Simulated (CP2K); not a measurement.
Two runs for the O K edge of glyoxal. Run A: CP2K XAS_TDP, all-electron GAPW, PBEh(45%), aug-cc-pVTZ, TDA, no relativity. Run B differs in one setting.

First lines with a strength over 0.0015. A:

```
                     atom  energy (eV)  states  strength, one atom
O1 (bonded to C), 2 alike       525.31       1              0.0486
                                531.70       1              0.0024
                                533.27       1              0.0017
                                534.39       1              0.0057
                                534.80       1              0.0033
```

B:

```
                     atom  energy (eV)  states  strength, one atom
O1 (bonded to C), 2 alike       528.53       1              0.0483
                                534.92       1              0.0024
                                536.49       1              0.0017
                                537.61       1              0.0057
                                538.02       1              0.0032
```

Question: Which was it: scalar relativity switched on, the functional, the basis, GW2X switched on?

GW2X switched on. GW2X shifts an atom's lines together and keeps their spacings. Against PBEh(45%) in aug-cc-pVTZ, the leading line moves by +3.22 eV, to 528.53 eV.

[Banner, clock and machine lines of the logs are left out without a mark of their own.]

[Logs are printed without paths, hosts, clocks, repeated set-up lines and the standing remarks that a program may print on its own settings, such as how far it seeks lower states.]

[Hosts, paths, dates, database ids (printed as entryN), source tags and the programs' standing remarks are cut or masked in the printed files.]
